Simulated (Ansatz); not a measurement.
## A convergence test on BaTiO3 (P4mm): k mesh of the density

How far can the k mesh of the density be lowered for the gap of BaTiO3 (P4mm)?

Main program and level: Ansatz 0.2.0; DFT, r2SCAN, plane waves, PAW.

This is a report of a sequence of runs, with most program output left out.

The database entry behind the starting cell differs from later determinations by our own check (c/a about 0.6 % short), so it need not match the best structure at ambient conditions.

## (1) The starting structure

Symmetry: P4mm, No. 99, tetragonal system. The conventional cell has a = 4.000 Å, b = 4.000 Å, c = 4.018 Å, α = 90.00°, β = 90.00°, γ = 90.00°. Ba has 12 O at 2.79 to 2.88 Å nearest. Nearest to Ti lie 6 O at 1.89 to 2.13 Å. Nearest to O lie 2 Ti at 1.89 to 2.13 Å and 4 Ba at 2.83 Å. Nearest to O lie 2 Ti at 2.00 Å and 4 Ba at 2.79 to 2.88 Å. Farther neighbours and most contacts between anions are not listed.

As a file:

```cif
data_structure
_symmetry_space_group_name_H-M 'P4mm'
_symmetry_Int_Tables_number 99
_cell_length_a 3.9998
_cell_length_b 3.9998
_cell_length_c 4.0180
_cell_angle_alpha 90.000
_cell_angle_beta 90.000
_cell_angle_gamma 90.000
_cell_volume 64.28
loop_
_atom_site_label
_atom_site_type_symbol
_atom_site_symmetry_multiplicity
_atom_site_Wyckoff_symbol
_atom_site_fract_x
_atom_site_fract_y
_atom_site_fract_z
_atom_site_occupancy
Ba1 Ba 1 a 0.00000 0.00000 0.00000 1
Ti1 Ti 1 b 0.50000 0.50000 0.49000 1
O1 O 1 b 0.50000 0.50000 0.01900 1
O2 O 2 c 0.50000 0.00000 0.51700 1
```

The cell and positions come from the Crystallography Open Database and are kept as given unless a step says otherwise. Spin-orbit coupling is left out unless a step names it. The default PAW set here is soft_2. Its files were made with PBE.

## (2) k mesh of the density: 2×2×2

input.yaml

```yaml
crystal:
  lattice:
    - [3.9998, 0.0, 0.0]
    - [0.0, 3.9998, 0.0]
    - [0.0, 0.0, 4.018]
  atoms:
    - { symbol: Ba, position: [0.0, 0.0, 0.0] }
    - { symbol: Ti, position: [0.5, 0.5, 0.49] }
    - { symbol: O, position: [0.5, 0.5, 0.019] }
    - { symbol: O, position: [0.5, 0.0, 0.517] }
    - { symbol: O, position: [0.0, 0.5, 0.517] }
kpoints:
  mp_grid: { grid: [2, 2, 2] }
  band_path:
    path:
      - [0.0, 0.0, 0.0]
      - [0.0, 0.5, 0.0]
      - [0.5, 0.5, 0.0]
      - [0.0, 0.0, 0.5]
      - [0.0, 0.5, 0.5]
      - [0.5, 0.5, 0.5]
    npoints: 1
hamiltonian:
  xc: r2scan
scf:
  occupations: { method: fixed }
  n_extra_bands: 5
output:
  eigenvalues: true
  forces: true
  stress: true
```

Command:

```bash
$ ansatz run input.yaml --threads 3 --pin off --max-ram 64512MiB --backend cuda --events-out ev --progress --plain --runs-dir out --devices 1 --max-vram 24GiB  # rebuilt from the run's record
```

Run time: 3 s. Hardware: 1 × NVIDIA H100 80GB HBM3 (shared by 3 runs) with 3 threads of AMD EPYC 7R13 (Zen 3), shared host; peak memory 1 GiB; 4.3 s of CPU time.

Numbers from this step:

- pressure: 1.242 GPa
- gap: 1.904 eV
- valence top at: A
- conduction bottom at: Γ
- least direct gap: 2.181 eV

The gap is indirect, with the least direct gap 0.28 eV higher.

## (3) k mesh of the density: 4×4×4

Changes to input.yaml since step 2:

```diff
@@ -12,3 +12,3 @@
 kpoints:
-  mp_grid: { grid: [2, 2, 2] }
+  mp_grid: { grid: [4, 4, 4] }
   band_path:
```

Wall time 4.3 s (1 × NVIDIA H100 80GB HBM3 (shared by 3 runs) with 3 threads); peak memory 1 GiB.

Numbers from this step:

- pressure: -0.7632 GPa
- gap: 2.177 eV
- valence top at: A
- conduction bottom at: Γ
- least direct gap: 2.433 eV

The gap is 2.177 eV, +0.273 eV from the run before at this level.

## (4) k mesh of the density: 6×6×6 (the default)

input.yaml, the sections that differ from step 3:

```yaml
kpoints:
  mp_grid: { grid: [6, 6, 6] }
  band_path:
    path:
      - [[0.0, 0.0, 0.0], [0.0, 0.5, 0.0], [0.5, 0.5, 0.0], [0.0, 0.0, 0.0], [0.0, 0.0, 0.5], [0.0, 0.5, 0.5], [0.5, 0.5, 0.5], [0.0, 0.0, 0.5]]
      - [[0.0, 0.5, 0.0], [0.0, 0.5, 0.5]]
      - [[0.5, 0.5, 0.0], [0.5, 0.5, 0.5]]
    npoints: 10
scf:
  occupations: { method: fermi_dirac, width: 0.02 }
  n_extra_bands: 5
output:
  eigenvalues: true
  forces: true
  stress: true
  write_density: true
  write_potential: true
  elf: true
  volumetric_format: npy
# crystal, hamiltonian: as in step 3
```

Run time: 4.7 s. Hardware: 1 × NVIDIA H100 80GB HBM3 (shared by 3 runs) with 3 threads; peak memory 1.1 GiB; 6.2 s of CPU time.

This step gave:

```yaml
pressure: -0.7816 GPa
gap: 2.186 eV
valence_top_at: A
conduction_bottom_at: Γ
least_direct_gap: 2.442 eV
```

The gap is 2.186 eV, +0.009 eV from the run before at this level.

## (5) k mesh of the density: 8×8×8

input.yaml, the sections that differ from step 4:

```yaml
kpoints:
  mp_grid: { grid: [8, 8, 8] }
  band_path:
    path:
      - [0.0, 0.0, 0.0]
      - [0.0, 0.5, 0.0]
      - [0.5, 0.5, 0.0]
      - [0.0, 0.0, 0.5]
      - [0.0, 0.5, 0.5]
      - [0.5, 0.5, 0.5]
    npoints: 1
scf:
  occupations: { method: fixed }
  n_extra_bands: 5
output:
  eigenvalues: true
  forces: true
  stress: true
# crystal, hamiltonian: as in step 4
```

It took 6.6 s on 1 × NVIDIA H100 80GB HBM3 (shared by 3 runs) with 3 threads; peak memory 1 GiB; 11 s of CPU time.

This step gave:

```
pressure             : -0.7816 GPa
gap                  : 2.186 eV
valence top at       : A
conduction bottom at : Γ
least direct gap     : 2.442 eV
```

The gap is 2.186 eV, as in the run before at this level.

## (6) The series

Differences are against the last row; a negative gap means that bands overlap, and a run with a band path holds that path's time. Times are wall times on 1 × NVIDIA H100 80GB HBM3 (shared by 3 runs) with 3 threads of AMD EPYC 7R13 (Zen 3), shared host, good to a factor of about two.

```
k mesh of the density  gap (eV)  direct gap (eV)  gap error (eV)  energy error (meV/atom)  irreducible k   time
                2×2×2     1.904            2.181          −0.282                   +123.4              6    3 s
                4×4×4     2.177            2.433          −0.009                     +1.9             18  4.3 s
                6×6×6     2.186            2.442         −0.0002                     +0.0             40  4.7 s
                8×8×8     2.186            2.442          +0.000                     +0.0             75  6.6 s
```

## (7) Outcome

| Property | Result |
| --- | --- |
| 2×2×2 | 1.904 eV |
| 4×4×4 | 2.177 eV |
| 6×6×6 | 2.186 eV |
| 8×8×8 | 2.186 eV |

In words: The gap holds to 0.02 eV from 4×4×4 on. At 2×2×2 the gap is off by −0.282 eV and the energy by +123 meV/atom. The gap is read over the mesh and added points near the edges, so meshes differ mainly through the density and, for a hybrid, the exchange operator.

[Paths, hosts, dates, memory and timing lines, banners, echoed tables and standing remarks are left out of the program output.]

[Logs are printed without paths, hosts, clocks, repeated set-up lines and the standing remarks that a program may print on its own settings, such as how far it seeks lower states.]

[Runs of the session that timed out or met a known fault of the program may be left out.]

[Cells called generated may have been cut or substituted from an entry of the Crystallography Open Database or the Materials Project.]

[Hosts, paths, dates, database ids (printed as entryN), source tags and the programs' standing remarks are cut or masked in the printed files.]
